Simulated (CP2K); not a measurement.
Two runs for the F K edge of 2-fluoropyridine. Run A: CP2K XAS_TDP, all-electron GAPW, PBEh(45%), aug-cc-pVDZ, TDA, no relativity. Run B differs in one setting.

First lines with a strength over 0.0015. A:

| atom | energy (eV) | states | strength, one atom |
| --- | --- | --- | --- |
| F1 (bonded to C) | 682.96 | 1 | 0.0075 |
|  | 684.02 | 1 | 0.0278 |
|  | 684.78 | 1 | 0.0051 |
|  | 685.52 | 1 | 0.0022 |
|  | 685.66 | 1 | 0.0038 |

B:

| atom | energy (eV) | states | strength, one atom |
| --- | --- | --- | --- |
| F1 (bonded to C) | 690.55 | 1 | 0.0416 |
|  | 690.66 | 1 | 0.0098 |
|  | 692.53 | 1 | 0.0045 |
|  | 693.56 | 1 | 0.0024 |
|  | 694.04 | 1 | 0.0024 |

Which was it: scalar relativity switched on, the basis, the functional, GW2X switched on?

The functional (functional from PBEh(45%) to PBEh(60%); the lines alone don't name the new value). A functional moves all lines by electronvolts and changes their spacings and strengths. For F1 the rule picks another line of the list in the two runs, so no shift is given.

[Hosts, paths, dates, database ids (printed as entryN), source tags and the programs' standing remarks are cut or masked in the printed files.]
